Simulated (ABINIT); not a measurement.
# Ca2Si (Fm-3m): G0W0 in ABINIT against the screening cutoff in the self-energy, part 2 of 2

How does the gap of Ca2Si (Fm-3m) converge in the screening cutoff in the self-energy?

ABINIT 10.8.3; LDA and many-body steps on it, plane waves. Known limits of the many-body steps: not at the basis limit; mesh may overstate the screening; coarse k mesh.

So far. Step 2 (Screening, 2×2×2 mesh, 161 bands, screening to 176.9 eV): Local fields lower ε∞ by 24 %. On a Γ-centred mesh this coarse the value itself is usually too large, while a short band sum pulls it down. Step 5 (2.3 Ha): The gap on the mesh goes from 0.51 eV to 1.09 eV, a correction of +0.59 eV.

### Step 6. 3.2 Ha

Level of this step: G0W0 on LDA, plane waves, norm-conserving pseudopotentials (ABINIT).

File run.abi:

```
acell 3*1.0 Angstrom
rprim 
  -0.000000000000 3.585232820000 3.585232820000
  3.585232820000 -0.000000000000 3.585232820000
  3.585232820000 3.585232820000 -0.000000000000
ntypat 2
znucl 20 14
natom 3
typat 1 1 2
xred 
  0.750000000000 0.750000000000 0.750000000000
  0.250000000000 0.250000000000 0.250000000000
  0.000000000000 0.000000000000 0.000000000000
pp_dirpath "pseudos"
pseudos "Ca.upf, Si.upf"
ecut 30
ngkpt 2 2 2
nshiftk 1
shiftk 0 0 0
kptopt 1
chksymbreak 0
istwfk *1
occopt 1
irdwfk 1
optdriver 4
nband 161
gwcalctyp 0
ecutsigx 30
symsigma 1
nkptgw 2
kptgw 
  0.5000000000 0.5000000000 0.0000000000
  0.0000000000 0.0000000000 0.0000000000
bdgw 
  11 14
  10 15
ecuteps 3.2
irdscr 1
ppmodel 1
indata_prefix "in"
outdata_prefix "out"
tmpdata_prefix "tmp"
```

On the command line:

```sh
$ OMP_NUM_THREADS=1 mpirun -n 4 abinit run.abi > log
```

The log of the run:

```text
.Version 10.8.3 of ABINIT. v10.8.2 released Aug 2026.

 Symmetries : space group Fm -3 m (#225); Bravais cF (face-center cubic)
[... echo of the input left out ...]
== DATASET  1 ==================================================================
-   mpi_nproc: 4, omp_nthreads: 1 (-1 if OMP is not activated)

--- !DatasetInfo
iteration_state: {dtset: 1, }
dimensions: {natom: 3, nkpt: 3, mband: 161, nsppol: 1, nspinor: 1, nspden: 1, mpw: 4910, }
cutoff_energies: {ecut:  30.0, pawecutdg:  -1.0, }
[...]
Band     E0 <VxcDFT>   SigX SigC(E0)      Z dSigC/dE  Sig(E)    E-E0       E
[...]
14   5.307 -11.657  -5.687  -4.533   0.757  -0.321 -10.570   1.088   6.395
       15   5.307 -11.657  -5.687  -4.533   0.757  -0.321 -10.570   1.088   6.395

== END DATASET(S) ==============================================================
================================================================================

 -outvars: echo values of variables after computation  --------
           etotal      0.0000000000E+00
            nband         161
             nkpt           3
          spgroup         225
 [... the other variables as echoed above ...]

 Calculation completed.
```

The job ended after 5.1 s (4 MPI ranks of Arm Neoverse V1, shared host; peak memory 0.6 GiB; 20 s of CPU time).

This step gave:

```
G0W0 gap on the points computed              : 1.141 eV
starting gap on the mesh                     : 0.5088 eV
k of the valence top                         : 0.5, 0.5, 0
k of the conduction bottom                   : 0.5, 0.5, 0
least direct G0W0 gap on the computed points : 1.141 eV
```

Against the run before, the gap moves by +0.047 eV.

### Step 7. 4.9 Ha

Changes to run.abi since step 6:

```diff
@@ -36,3 +36,3 @@
   10 15
-ecuteps 3.2
+ecuteps 4.9
 irdscr 1
```

The log of the run:

```text
.Version 10.8.3 of ABINIT. v10.8.2 released Aug 2026.

 Symmetries : space group Fm -3 m (#225); Bravais cF (face-center cubic)
[... echo of the input left out ...]
== DATASET  1 ==================================================================
-   mpi_nproc: 4, omp_nthreads: 1 (-1 if OMP is not activated)

--- !DatasetInfo
iteration_state: {dtset: 1, }
dimensions: {natom: 3, nkpt: 3, mband: 161, nsppol: 1, nspinor: 1, nspden: 1, mpw: 4910, }
cutoff_energies: {ecut:  30.0, pawecutdg:  -1.0, }
[...]
Band     E0 <VxcDFT>   SigX SigC(E0)      Z dSigC/dE  Sig(E)    E-E0       E
[...]
14   5.307 -11.657  -5.687  -4.501   0.756  -0.323 -10.547   1.110   6.417
       15   5.307 -11.657  -5.687  -4.501   0.756  -0.323 -10.547   1.110   6.417

== END DATASET(S) ==============================================================
================================================================================

 -outvars: echo values of variables after computation  --------
           etotal      0.0000000000E+00
            nband         161
             nkpt           3
          spgroup         225
 [... the other variables as echoed above ...]

 Calculation completed.
```

Wall time 11 s (4 MPI ranks); peak memory 0.9 GiB.

This step gave:

* G0W0 gap on the points computed: 1.168 eV
* starting gap on the mesh: 0.5088 eV
* k of the valence top: 0.5, 0.5, 0
* k of the conduction bottom: 0.5, 0.5, 0
* least direct G0W0 gap on the computed points: 1.168 eV

Against the run before, the gap moves by +0.027 eV.

### Step 8. 6.5 Ha

Changes to run.abi since step 7:

```diff
@@ -36,3 +36,3 @@
   10 15
-ecuteps 4.9
+ecuteps 6.5
 irdscr 1
```

The log of the run:

```text
.Version 10.8.3 of ABINIT. v10.8.2 released Aug 2026.

 Symmetries : space group Fm -3 m (#225); Bravais cF (face-center cubic)
[... echo of the input left out ...]
== DATASET  1 ==================================================================
-   mpi_nproc: 4, omp_nthreads: 1 (-1 if OMP is not activated)

--- !DatasetInfo
iteration_state: {dtset: 1, }
dimensions: {natom: 3, nkpt: 3, mband: 161, nsppol: 1, nspinor: 1, nspden: 1, mpw: 4910, }
cutoff_energies: {ecut:  30.0, pawecutdg:  -1.0, }
[...]
Band     E0 <VxcDFT>   SigX SigC(E0)      Z dSigC/dE  Sig(E)    E-E0       E
[...]
14   5.307 -11.657  -5.687  -4.490   0.755  -0.324 -10.539   1.118   6.425
       15   5.307 -11.657  -5.687  -4.490   0.755  -0.324 -10.539   1.118   6.425

== END DATASET(S) ==============================================================
================================================================================

 -outvars: echo values of variables after computation  --------
           etotal      0.0000000000E+00
            nband         161
             nkpt           3
          spgroup         225
 [... the other variables as echoed above ...]

 Calculation completed.
```

It took 22 s on 4 MPI ranks; peak memory 1 GiB; 86 s of CPU time.

This step gave:

- G0W0 gap on the points computed: 1.176 eV
- starting gap on the mesh: 0.5088 eV
- k of the valence top: 0.5, 0.5, 0
- k of the conduction bottom: 0.5, 0.5, 0
- least direct G0W0 gap on the computed points: 1.176 eV

Against the run before, the gap moves by +0.008 eV.

### Step 9. Side by side

Times are wall times on 4 MPI ranks of Arm Neoverse V1, shared host, good to a factor of about two. A run's time includes the screening step that it read.

| run | mesh | bands | screening cutoff (eV) | DFT gap (eV) | gap on the mesh (eV) | direct (eV) | ε∞ used | time |
| --- | --- | --- | --- | --- | --- | --- | --- | --- |
| 0.7 Ha | 2×2×2 | 161 | 19 | 0.509 | 0.810 | 0.810 | 68.52 | 16 s |
| 1.3 Ha | 2×2×2 | 161 | 35.4 | 0.509 | 0.997 | 0.997 | 68.52 | 16 s |
| 2.3 Ha | 2×2×2 | 161 | 62.6 | 0.509 | 1.094 | 1.094 | 68.52 | 17 s |
| 3.2 Ha | 2×2×2 | 161 | 87.1 | 0.509 | 1.141 | 1.141 | 68.52 | 18 s |
| 4.9 Ha | 2×2×2 | 161 | 133.3 | 0.509 | 1.168 | 1.168 | 68.52 | 23 s |
| 6.5 Ha | 2×2×2 | 161 | 176.9 | 0.509 | 1.176 | 1.176 | 68.52 | 34 s |

### Step 10. Summary of results

- 0.7 Ha: 0.810 eV
- 1.3 Ha: 0.997 eV
- 2.3 Ha: 1.094 eV
- 3.2 Ha: 1.141 eV
- 4.9 Ha: 1.168 eV
- 6.5 Ha: 1.176 eV
- known limits: not at the basis limit; mesh may overstate the screening; coarse k mesh

What this shows: The setting moved: screening cutoff in the self-energy. From 0.7 Ha to 6.5 Ha the gap moves by +0.37 eV, for 2.2 times the time. It holds to 0.03 eV from 4.9 Ha on. Bands and screening cutoff are coupled, so a series along one setting does not show full convergence. Bands and cutoff are finite, so the gap is not at the basis limit. The miss can reach some tenths of an eV and take either sign; the mesh is an error of its own. In the first G0W0 run levels were corrected at 2 k points alone, so a gap called «on the mesh» is the least over those, and an edge elsewhere would be missed. The 2×2×2 mesh is coarse for this cell, which bears on the long-range parts of exchange and screening. For the LDA start: The RPA ε∞ on this mesh reaches over 25; with a narrow direct gap a coarse mesh can overstate it, and the correction is then too small.

[Paths, hosts, dates, memory and timing lines, banners, echoed tables and standing remarks are left out of the program output.]

[Logs are printed without paths, hosts, clocks, repeated set-up lines and the standing remarks that a program may print on its own settings, such as how far it seeks lower states.]

[Runs of the session that timed out or met a known fault of the program may be left out.]

[No measured gap is set beside runs whose start may be inverted or whose files or cutoffs have a known fault.]

[Hosts, paths, dates, database ids (printed as entryN), source tags and the programs' standing remarks are cut or masked in the printed files.]

[G0W0 gaps are taken among the corrected bands and points alone; a level outside them can change the order at an edge.]

[Where Ansatz stands beside ABINIT at settings called matched, ABINIT's density can come from a denser mesh and the files from another edition; pairs whose starting gaps differed by over 0.03 eV were left out, so agreement reads better than it is.]
